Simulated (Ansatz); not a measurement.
# Random zinc-blende (B, In, Al)As solid solution (64 atoms) under strain

Aim: relax random zinc-blende (B, In, Al)As solid solution (64 atoms), then change its volume and shape to read moduli from the stress.

Method: Kohn-Sham DFT, PBE, PAW (set soft_1), plane waves, in Ansatz 0.2.0.

## 1. The structure

The cell holds 64 atoms: 10 B, 32 As, 11 Al and 11 In. Its edges and angles: a = 10.998 Å, b = 10.998 Å, c = 10.998 Å, α = 90.0°, β = 90.0°, γ = 90.0°. It derives from BAs and InAs and AlAs. Zinc-blende lattice (a = 5.499 Å, the mean of the end members), 2 x 2 x 2 cells, metal sites filled at random with 10 B, 11 In, 11 Al; every coordinate displaced by a Gaussian of 0.05 Å.

What the set-up can't give: Only the Γ point is sampled.

## 2. Single point at the start

The forces at the start show how far the geometry lies from a minimum of this functional.

Input file input.yaml:

```yaml
crystal:
  lattice:
    - [10.998, 0.0, 0.0]
    - [0.0, 10.998, 0.0]
    - [0.0, 0.0, 10.998]
  atoms:
    - { symbol: B, position: [0.99977, 0.00059, 0.99581] }
    - { symbol: As, position: [0.12594, 0.12215, 0.1321] }
    - { symbol: Al, position: [0.99972, 0.24938, 0.24769] }
    - { symbol: As, position: [0.13371, 0.37042, 0.3658] }
    - { symbol: B, position: [0.24871, 0.002, 0.2539] }
    - { symbol: As, position: [0.36388, 0.12667, 0.3711] }
    - { symbol: B, position: [0.25164, 0.25167, 0.99629] }
    - { symbol: As, position: [0.37584, 0.37345, 0.13057] }
    - { symbol: Al, position: [0.00296, 0.00305, 0.49314] }
    - { symbol: As, position: [0.11875, 0.12495, 0.62451] }
    - { symbol: B, position: [0.99943, 0.25143, 0.75251] }
    - { symbol: As, position: [0.12676, 0.36697, 0.8726] }
    - { symbol: In, position: [0.25864, 0.99819, 0.75283] }
    - { symbol: As, position: [0.37143, 0.12814, 0.86771] }
    - { symbol: Al, position: [0.25044, 0.26137, 0.50211] }
    - { symbol: As, position: [0.37685, 0.37616, 0.6221] }
    - { symbol: In, position: [0.9977, 0.50065, 0.99962] }
    - { symbol: As, position: [0.13118, 0.62521, 0.13286] }
    - { symbol: In, position: [0.99507, 0.75758, 0.24519] }
    - { symbol: As, position: [0.12759, 0.87618, 0.37571] }
    - { symbol: B, position: [0.24798, 0.50288, 0.24894] }
    - { symbol: As, position: [0.37447, 0.62234, 0.37168] }
    - { symbol: Al, position: [0.24835, 0.74922, 0.00436] }
    - { symbol: As, position: [0.37797, 0.87414, 0.12352] }
    - { symbol: In, position: [0.98822, 0.49364, 0.50522] }
    - { symbol: As, position: [0.12965, 0.62296, 0.62443] }
    - { symbol: Al, position: [0.00128, 0.7422, 0.75048] }
    - { symbol: As, position: [0.12819, 0.87878, 0.87723] }
    - { symbol: Al, position: [0.25184, 0.49871, 0.74574] }
    - { symbol: As, position: [0.37152, 0.61724, 0.87104] }
    - { symbol: In, position: [0.25737, 0.75085, 0.5042] }
    - { symbol: As, position: [0.37653, 0.87372, 0.62754] }
    - { symbol: B, position: [0.51279, 0.99343, 0.99641] }
    - { symbol: As, position: [0.62647, 0.12715, 0.12697] }
    - { symbol: B, position: [0.5014, 0.24366, 0.24987] }
    - { symbol: As, position: [0.62579, 0.37597, 0.37021] }
    - { symbol: B, position: [0.74402, 0.99074, 0.24445] }
    - { symbol: As, position: [0.8724, 0.12017, 0.38118] }
    - { symbol: B, position: [0.75279, 0.2468, 0.00885] }
    - { symbol: As, position: [0.87691, 0.37679, 0.12643] }
    - { symbol: B, position: [0.4968, 0.99318, 0.49656] }
    - { symbol: As, position: [0.63054, 0.12911, 0.623] }
    - { symbol: In, position: [0.50491, 0.24224, 0.7531] }
    - { symbol: As, position: [0.62773, 0.37358, 0.87003] }
    - { symbol: Al, position: [0.75609, 0.99856, 0.7517] }
    - { symbol: As, position: [0.87047, 0.11975, 0.87888] }
    - { symbol: In, position: [0.74782, 0.25561, 0.49711] }
    - { symbol: As, position: [0.8804, 0.37567, 0.62651] }
    - { symbol: In, position: [0.49835, 0.50587, 1.0e-05] }
    - { symbol: As, position: [0.63012, 0.6305, 0.12355] }
    - { symbol: In, position: [0.49314, 0.75024, 0.25217] }
    - { symbol: As, position: [0.62302, 0.86578, 0.37299] }
    - { symbol: Al, position: [0.74842, 0.50434, 0.25801] }
    - { symbol: As, position: [0.87119, 0.62305, 0.37522] }
    - { symbol: In, position: [0.74426, 0.75515, 0.99441] }
    - { symbol: As, position: [0.87229, 0.87145, 0.13029] }
    - { symbol: In, position: [0.50251, 0.50023, 0.49823] }
    - { symbol: As, position: [0.63045, 0.62334, 0.62692] }
    - { symbol: Al, position: [0.49745, 0.74526, 0.75235] }
    - { symbol: As, position: [0.62936, 0.87878, 0.87342] }
    - { symbol: Al, position: [0.74972, 0.50332, 0.75015] }
    - { symbol: As, position: [0.8737, 0.62733, 0.87389] }
    - { symbol: Al, position: [0.74771, 0.75161, 0.50447] }
    - { symbol: As, position: [0.87172, 0.87191, 0.62479] }
kpoints:
  mp_grid: { grid: [1, 1, 1] }
hamiltonian:
  xc: pbe
  pseudopotentials: { kind: paw, azcp: { folder: soft_1 } }
scf:
  occupations: { method: fermi_dirac, width: 0.025 }
output:
  forces: true
```

Command:

```sh
ansatz run input.yaml --threads 4 --pin off --max-ram 8192MiB --backend cpu --events-out ev --progress --plain --runs-dir out
```

Numbers of over 12 decimals in the logs are rounded to 6 here.

What it wrote:

```text
[...]
Pseudopotentials: kind: paw
Pseudopotential: B, paw, valence charge 3, recommended cutoff 420 eV (normal), soft_1/B.paw.azcp
Pseudopotential: As, paw, valence charge 15, recommended cutoff 420 eV (normal), soft_1/As.paw.azcp
Pseudopotential: Al, paw, valence charge 3, recommended cutoff 420 eV (normal), soft_1/Al.paw.azcp
Pseudopotential: In, paw, valence charge 13, recommended cutoff 420 eV (normal), soft_1/In.paw.azcp
[... 5 lines on functional and potentials left out ...]
Crystal: 64 atoms, lattice volume = 1330.274 Å³
Basis set: ecut = 420 eV, 25821 PW (Γ), exchange–correlation on 150×150×150 points (8 copies of the dense FFT grid, shifted against one another)
Bands: 407, of which v1, the nominal top of the filled ones, is band 343 counted from 1 (342 counted from 0)
Symmetry: 1 space group operations
Space group: P1 (ITA 1), of the structure as read, at distance tolerance 1.1e-4 Å
k-points: 1
[... 9 lines on functional and potentials left out ...]
Initial density: superposition of atomic densities (chi_scale 0.1, normalization cell, long waves kept (reshape's long-wave potential 0.36 eV rms))
Initial wavefunctions: pseudopotential atomic-orbital guess
[...]
SCF iter   1: F=—  HF=-224427.704387 eV  |F-HF|=—  |Δ(HF+E_count)|=         —  Δρ=4.09e-2  dr2=3.39e1  ethr=3.10e-3  ⟨swp⟩=6.0  Hψ=1570  notcnv=0  defer=35
preconditioner: auto → Resta (q_TF=auto, 2.443 Å⁻¹)  ε∞=3.8  [insulator: Δε(μ)=0.765 eV  Ē_g=11.719 eV  σ=0.025 eV  W_gap=1.00  n_scr=340 (ndim 8)  ℏωp=19.5 eV  f_vac=0.000  D(μ)=0.00/eV (n_scr^D=0)  ε∞_Penn≈3.8]
SCF iter   2: F=—  HF=-224422.532195 eV  |F-HF|=—  |Δ(HF+E_count)|=    5.17e0  Δρ=2.33e-2  dr2=7.10e0  ethr=3.10e-3  ⟨swp⟩=2.0  Hψ=485  notcnv=0  defer=51
SCF iter   3: F=—  HF=-224421.440717 eV  |F-HF|=—  |Δ(HF+E_count)|=    1.09e0  Δρ=6.93e-3  dr2=1.26e0  ethr=1.03e-3  ⟨swp⟩=2.0  Hψ=591  notcnv=0  defer=51
SCF iter   4: F=—  HF=-224421.306150 eV  |F-HF|=—  |Δ(HF+E_count)|=   1.35e-1  Δρ=1.98e-3  dr2=7.74e-2  ethr=1.83e-4  ⟨swp⟩=3.0  Hψ=725  notcnv=0  defer=51
SCF iter   5: F=—  HF=-224421.337802 eV  |F-HF|=—  |Δ(HF+E_count)|=   3.17e-2  Δρ=8.27e-4  dr2=1.09e-2  ethr=1.13e-5  ⟨swp⟩=2.0  Hψ=712  notcnv=0  defer=42
automatic band count: iteration 5 solves 398 bands in place of 407: the levels show a gap, and the empty bands left out lie too high to hold charge; the band table lists the bands solved (type scf.n_extra_bands for more)
SCF iter   6: F=—  HF=-224421.352403 eV  |F-HF|=—  |Δ(HF+E_count)|=   1.46e-2  Δρ=2.59e-4  dr2=1.62e-3  ethr=1.59e-6  ⟨swp⟩=2.0  Hψ=712  notcnv=0  defer=42
SCF iter   7: F=—  HF=-224421.353672 eV  |F-HF|=—  |Δ(HF+E_count)|=   1.27e-3  Δρ=9.60e-5  dr2=1.65e-4  ethr=2.36e-7  ⟨swp⟩=2.0  Hψ=699  notcnv=0  defer=42
SCF iter   8: F=—  HF=-224421.353875 eV  |F-HF|=—  |Δ(HF+E_count)|=   2.03e-4  Δρ=3.27e-5  dr2=2.24e-5  ethr=2.40e-8  ⟨swp⟩=2.0  Hψ=699  notcnv=0  defer=42
SCF iter   9: F=—  HF=-224421.353269 eV  |F-HF|=—  |Δ(HF+E_count)|=   6.06e-4  Δρ=9.38e-6  dr2=1.58e-6  ethr=3.27e-9  ⟨swp⟩=2.0  Hψ=741  notcnv=0  defer=42
SCF iter  10: F=—  HF=-224421.353271 eV  |F-HF|=—  |Δ(HF+E_count)|=   1.98e-6  Δρ=3.73e-6  dr2=2.94e-7  ethr=2.31e-10  ⟨swp⟩=2.0  Hψ=694  notcnv=0  defer=42
SCF iter  11: F=-224421.353271 eV  HF=-224421.353271 eV  |F-HF|=3.65e-8  |Δ(HF+E_count)|=   4.24e-7  Δρ=1.52e-6  dr2=6.75e-8  ethr=1.46e-11  ⟨swp⟩=4.0  Hψ=1431  notcnv=0
SCF 1 converged in 11 iterations: F = -224421.353271 eV  dr2 = 6.75e-8
[...]
SCF converged after 11 iterations
Free energy (F): -224421.353271 eV
Harris-Foulkes:  -224421.353271 eV  (|F-HF|=3.65e-8)
Internal energy: -224421.353271 eV  (E = F + TS)
E sigma→0 (E₀):  -224421.353271 eV
Entropy (-TS):   -0.000000 eV (-0.000 meV/atom)
Fermi energy:    8.768461 eV
--- Per-component energies (eV) ---
[...]
Σ components = -224421.353271   (vs F -224421.353271, Δ=0.00e0)
--- Forces (eV/Å), atoms counted from 1 ---
  atom   1  B      0.18275064     0.08714901     0.56310847
  atom   2  As     1.44490730    -1.45928027    -2.17772927
  atom   3  Al    -0.47914602    -0.48483114     0.53595473
  atom   4  As     0.69964608     1.93184395    -1.49956732
[...]
atom  64  As     1.30509170     0.20123099     0.02425558
  max |Σ_I F_I| component: 2.20e-5 eV/Å
```

Elapsed: 11 s, on 4 threads of AMD EPYC 9R14 (Zen 4), shared host; peak memory 1.8 GiB.

The r.m.s. force at the start is 1.7 eV/Å.

## 3. Cell and atoms relaxed

The cell is relaxed with the atoms, since the starting lattice needn't suit this functional.

Input file input.yaml:

```yaml
crystal:
  lattice:
    - [10.998, 0.0, 0.0]
    - [0.0, 10.998, 0.0]
    - [0.0, 0.0, 10.998]
  atoms:
    [... the 64 atom lines of step 2 ...]
kpoints:
  mp_grid: { grid: [1, 1, 1] }
hamiltonian:
  xc: pbe
  pseudopotentials: { kind: paw, azcp: { folder: soft_1 } }
scf:
  occupations: { method: fermi_dirac, width: 0.025 }
output:
  forces: true
relax:
  f_tol: 0.05
  max_steps: 150
  cell: {}
```

What it wrote:

```text
[...]
Crystal: 64 atoms, lattice volume = 1330.274 Å³
Basis set: ecut = 420 eV, 25821 PW (Γ), exchange–correlation on 150×150×150 points (8 copies of the dense FFT grid, shifted against one another)
Bands: 412, of which v1, the nominal top of the filled ones, is band 343 counted from 1 (342 counted from 0)
Symmetry: 1 space group operations
[...]
k-points: 1
[...]
SCF iter   1: F=—  HF=-224427.702718 eV  |F-HF|=—  |Δ(HF+E_count)|=         —  Δρ=4.09e-2  dr2=3.39e1  ethr=3.10e-3  ⟨swp⟩=7.0  Hψ=1709  notcnv=0  defer=10
[...]
SCF iter  11: F=-224421.353271 eV  HF=-224421.353271 eV  |F-HF|=3.94e-8  |Δ(HF+E_count)|=   4.26e-7  Δρ=1.54e-6  dr2=6.47e-8  ethr=1.46e-11  ⟨swp⟩=4.0  Hψ=1445  notcnv=0
SCF 1 converged in 11 iterations: F = -224421.353271 eV  dr2 = 6.47e-8
[...]
relax step   1: F+E_penalty+E_count = -224421.35327147 eV  Δ(F+E_penalty+E_count) = +0.000e0 eV  max|allowed force component| = 6.868e0 eV/Å  Δτ_max = 0.0000 Å  P = +11.019 GPa  Ω = 1330.274 Å³  (11 SCF iters, dr2 threshold 1.00e-7 eV, accepted)
[... from here on, the SCF cycles and remarks between the steps are left out ...]
relax step   2: F+E_penalty+E_count = -224435.72050990 eV  Δ(F+E_penalty+E_count) = -1.437e1 eV  max|allowed force component| = 3.574e0 eV/Å  Δτ_max = 0.1947 Å  P = +3.246 GPa  Ω = 1397.430 Å³  energy of the carried Pulay correction = -1.448e-2 eV  (7 SCF iters, dr2 threshold 6.40e-6 eV, accepted)
relax step   3: F+E_penalty+E_count = -224442.64208946 eV  Δ(F+E_penalty+E_count) = -6.922e0 eV  max|allowed force component| = 1.544e0 eV/Å  Δτ_max = 0.1946 Å  P = +1.174 GPa  Ω = 1400.621 Å³  energy of the carried Pulay correction = -1.515e-2 eV  (7 SCF iters, dr2 threshold 6.40e-6 eV, accepted)
relax step   4: F+E_penalty+E_count = -224445.51515908 eV  Δ(F+E_penalty+E_count) = -2.873e0 eV  max|allowed force component| = 5.858e-1 eV/Å  Δτ_max = 0.1949 Å  P = +0.717 GPa  Ω = 1392.677 Å³  energy of the carried Pulay correction = -1.348e-2 eV  (7 SCF iters, dr2 threshold 6.40e-6 eV, accepted)
relax step   5: F+E_penalty+E_count = -224446.03154951 eV  Δ(F+E_penalty+E_count) = -5.164e-1 eV  max|allowed force component| = 1.964e-1 eV/Å  Δτ_max = 0.2000 Å  P = +0.157 GPa  Ω = 1395.058 Å³  energy of the carried Pulay correction = -1.398e-2 eV  (7 SCF iters, dr2 threshold 6.40e-6 eV, accepted)
relax step   6: F+E_penalty+E_count = -224446.05481966 eV  Δ(F+E_penalty+E_count) = -2.327e-2 eV  max|allowed force component| = 1.328e-1 eV/Å  Δτ_max = 0.1013 Å  P = +0.029 GPa  Ω = 1397.412 Å³  energy of the carried Pulay correction = -1.448e-2 eV  (7 SCF iters, dr2 threshold 2.41e-6 eV, accepted)
relax step   7: F+E_penalty+E_count = -224446.08602870 eV  Δ(F+E_penalty+E_count) = -3.121e-2 eV  max|allowed force component| = 3.104e-2 eV/Å  Δτ_max = 0.0490 Å  P = +0.005 GPa  Ω = 1397.851 Å³  energy of the carried Pulay correction = -1.457e-2 eV  (7 SCF iters, dr2 threshold 1.10e-6 eV, accepted)
relax step   8: F+E_penalty+E_count = -224446.10613142 eV  Δ(F+E_penalty+E_count) = -2.010e-2 eV  max|allowed force component| = 3.090e-2 eV/Å  Δτ_max = 0.0000 Å  P = +0.019 GPa  Ω = 1397.851 Å³  stress off target by 3.84e-2 GPa  SCF on the basis re-selected at this cell (its energy is not comparable with the rows above)  (7 SCF iters)
basis re-selected at this cell: Δ(F+E_penalty+E_count) = -2.010e-2 eV, ΔP = +0.014 GPa vs the last step (what re-selecting the basis moved, of the pressure what is left beyond the Pulay correction that the steps carried, after the strain that the cell walked since its last selection, [...]
SCF converged after 7 iterations
Free energy (F): -224446.106131 eV
[...]
Internal energy: -224446.106013 eV  (E = F + TS)
E sigma→0 (E₀):  -224446.106072 eV
Entropy (-TS):   -0.000118 eV (-0.002 meV/atom)
Fermi energy:    8.044518 eV
[...]
--- Forces (eV/Å), atoms counted from 1 ---
  atom   1  B      0.00824373    -0.01290126    -0.00587584
  atom   2  As     0.01334189    -0.00897618     0.00027894
  atom   3  Al    -0.00292285     0.01297507    -0.00301384
  atom   4  As    -0.00994502     0.00450787    -0.00653594
  atom   5  B     -0.00035523    -0.00315320     0.00385724
  atom   6  As     0.00072924     0.01534315     0.00348063
  atom   7  B      0.01196810    -0.00339376    -0.00259492
  atom   8  As     0.00612009    -0.00194611     0.00815508
  atom   9  Al    -0.00337143    -0.00237302    -0.00701991
  atom  10  As     0.00006741     0.01051906     0.00138992
  atom  11  B     -0.01193374    -0.00155420     0.01771580
  atom  12  As    -0.00404883     0.00738870    -0.01131877
  atom  13  In     0.01033762     0.00298992     0.00576533
  atom  14  As    -0.00950343    -0.00921967     0.01089716
[...]
atom  63  Al     0.00202758     0.00680828    -0.00079942
  atom  64  As     0.00094787     0.00641186     0.00427147
  max |Σ_I F_I| component: 5.24e-7 eV/Å
--- Stress (GPa, compression-positive) ---
        0.012566      -0.011033       0.008356
       -0.011028       0.019872      -0.009518
        0.008363      -0.009519       0.023403
  P = ⅓ Tr σ = 0.0186 GPa (0.186 kbar)
--- Relaxed structure (7 steps of the walk, 7 accepted, 1 SCFs on fresh bases) ---
  F+E_penalty+E_count = -224446.10613142 eV   max|allowed force component| = 3.090e-2 eV/Å   (the final SCF, on the basis selected at the relaxed cell)
  cell:  # Å, volume = 1397.8507 Å³
    - [11.128683, 0.019263, -0.00504973]
    - [0.019263, 11.259535, 0.021741]
    - [-0.00504973, 0.021741, 11.155771]
  atoms:
    - { symbol: B, position: [1.000456, 0.018565, 1.012481] }
    - { symbol: As, position: [0.137812, 0.117291, 0.118596] }
    - { symbol: Al, position: [1.002718, 0.239963, 0.239275] }
    - { symbol: As, position: [0.137292, 0.373794, 0.353621] }
[...]
- { symbol: As, position: [0.872996, 0.882284, 0.626374] }
```

Elapsed: 71 s, on 4 threads; peak memory 1.9 GiB.

The relaxation converged after 7 steps, with a largest force component of 0.031 eV/Å.

(Continued in part 2 of 3.)

[Logs are printed without paths, hosts, clocks, repeated set-up lines and the standing remarks that a program may print on its own settings, such as how far it seeks lower states.]

[Hosts, paths, dates, database ids (printed as entryN), source tags and the programs' standing remarks are cut or masked in the printed files.]
